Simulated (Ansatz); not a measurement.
# Binding across the interface in twisted Ti2CO2 MXene bilayer, 27.80° (390 atoms): runs compared

How much energy holds the two parts of twisted Ti2CO2 MXene bilayer, 27.80° (390 atoms) together, and how does it fall off with distance?

Computed with Ansatz 0.2.0: Kohn-Sham DFT, PBE+D4, PAW (set soft_1), plane waves.

## (1) The cell as built

The cell holds 390 atoms: 78 C, 156 Ti and 156 O. Cell: a = 18.922 Å, b = 18.922 Å, c = 23.630 Å, α = 90.0°, β = 90.0°, γ = 120.0°. It derives from Ti2CO2 (Ti2CO2 MXene). Ti2CO2 MXene (a = 3.03 Å) under Ti2CO2 MXene (a = 3.03 Å), bilayer, commensurate cell of 39 unit cells a layer, twist 27.80 deg; facing planes 2.75 Å apart; 12 Å of vacuum; layers as built, displaced by a Gaussian of 0.01 Å. Regions: layer 1, 195 atoms (39 C, 78 Ti and 78 O); layer 2, 195 atoms (39 C, 78 Ti and 78 O). Vacuum lies along c.

Limits known from the start: The main run has no spin polarisation, so moments on Ti can't form in it, and no Hubbard term.

## (2) The reference run

The reference is a single point at the end of the relaxation.

The parts (lower: layer 1 and upper: layer 2) keep their atoms where they stand in it, and shifted cells move the upper part rigidly.

Its input, with most atom lines left out:

```yaml
crystal:
  lattice:
    - [18.9223, 0.0, 0.0]
    - [-9.46115, 16.38719, 0.0]
    - [0.0, 0.0, 23.63]
  atoms:
    - { symbol: C, position: [0.02572, 0.58986, 0.34693] }
    - { symbol: Ti, position: [0.10269, 0.69237, 0.40192] }
    - { symbol: Ti, position: [0.12833, 0.61558, 0.29197] }
    - { symbol: O, position: [0.12831, 0.61542, 0.43998] }
    - { symbol: O, position: [0.10259, 0.69233, 0.25386] }
    - { symbol: C, position: [0.07699, 0.76931, 0.34693] }
    - { symbol: Ti, position: [0.15408, 0.87202, 0.40187] }
    [... atom lines 8 to 390 left out ...]
kpoints:
  mp_grid: { grid: [3, 3, 1] }
hamiltonian:
  xc: pbe
  dispersion: d4
  pseudopotentials: { kind: paw, azcp: { folder: soft_1 } }
scf:
  occupations: { method: fermi_dirac, width: 0.05 }
output:
  forces: true
  populations: true
  dos:
    method: { smearing: { sigma: 0.08 } }
    de: 0.1
    projected: { site_lists: { C: [C], O: [O], Ti: [Ti] } }
  eigenvalues: true
  write_density: true
  write_potential: true
  volumetric_format: npy
```

* free energy per atom: -1278.2735 eV/atom
* r.m.s. force component: 0.01335 eV/Å

The highest filled and lowest empty levels lie 0.371 eV apart (on the run's k-points), but 4 levels are partly filled, by over 2 %, under the smearing.

## (3) The runs

Each row is one run, on 1 × NVIDIA GB200 with 32 threads of Arm Neoverse V2, shared host. The free energy is the program's total, comparable only between runs with the same functional, potentials and atoms, or as a whole against its parts.

```tsv
run	atoms	outcome	ionic steps, all passes	free energy (eV)	time	host memory (GiB)
Single point at the start	390	converged	-	-498525.493	60 s	3.2
Relaxation	390	converged	4	-498526.675	2.9 min	7.1
Single point at the relaxed geometry	390	converged	-	-498526.675	82 s	13
The lower part alone	195	converged	-	-249260.693	31 s	3.0
The upper part alone	195	converged	-	-249260.694	32 s	3.0
Upper part moved by +0.3 Å	390	converged	-	-498526.222	54 s	3.2
Upper part moved by -0.3 Å	390	converged	-	-498525.874	57 s	3.2
Upper part moved by +0.8 Å	390	converged	-	-498524.917	63 s	3.2
Upper part moved by +1.6 Å	390	converged	-	-498523.357	65 s	3.2
Upper part moved by +3 Å	390	converged	-	-498522.283	62 s	3.1
```

In some runs the program notes that it cut back its plan to fit the GPU's memory, it cut back its work space to fit the memory limit and the exchange-correlation potential is rough where the density is thin.

## (4) Interaction energy

Whole cell less its two parts, each frozen at the geometry of the whole and solved in the same cell with the same functional, so that energy zeros cancel. The upper part is 'layer 2' and the lower part 'layer 1'. The nearest atoms of the two parts stand 2.89 Å apart. The face is 310.1 Å².

```tsv
functional	interaction energy (eV)	of it, the added dispersion term (eV)	per area (meV/Å²)	per area (J/m²)	per atom of the upper part (meV)
PBE+D4	-5.288	-6.228	-17.1	-0.27	-27.1
```

## (5) Energy against separation

The upper part is moved rigidly along the normal from its place in the reference.

```tsv
shift (Å)	energy change (eV)	per area (meV/Å²)	share of the binding lost (%)	level spacing (eV)
-0.3	0.801	2.58	-	0.372
+0.0	0.000	0.00	-	0.371
+0.3	0.454	1.46	9	0.370
+0.8	1.758	5.67	33	0.370
+1.6	3.318	10.70	63	0.371
+3.0	4.392	14.16	83	0.371
```

## (6) Levels of whole and parts

```tsv
cell	level spacing (eV)	vacuum level at the upper face, over the highest filled level, or over E_F where no gap is given (eV)	moment (μB)
whole	-	5.64	no spin
lower part	-	5.62	no spin
upper part	-	5.63	no spin
```

A dash marks a cell without a clear gap, or without a flat potential in the vacuum.

## (7) Outcome

The parts bind with 17.1 meV/Å² (5.29 eV for the cell) at the level PBE+D4, the size of van der Waals binding between sheets. The added dispersion term contributes -6.228 eV, the functional itself 0.940 eV. The curvature over ±0.3 Å is 0.72×10²⁰ N/m³, and the energy rises faster on the near side. At +3.0 Å, 83 % of the binding is lost; the shift also narrows the vacuum to the periodic image.

Caveats: The parts are frozen, so the energy of their deformation isn't counted. No correction is made for dipoles across the vacuum, and the parts also feel their periodic images through it.

The DFT runs together took 11 min of wall time.

[Logs are printed without paths, hosts, clocks, repeated set-up lines and the standing remarks that a program may print on its own settings, such as how far it seeks lower states.]

[Hosts, paths, dates, database ids (printed as entryN), source tags and the programs' standing remarks are cut or masked in the printed files.]
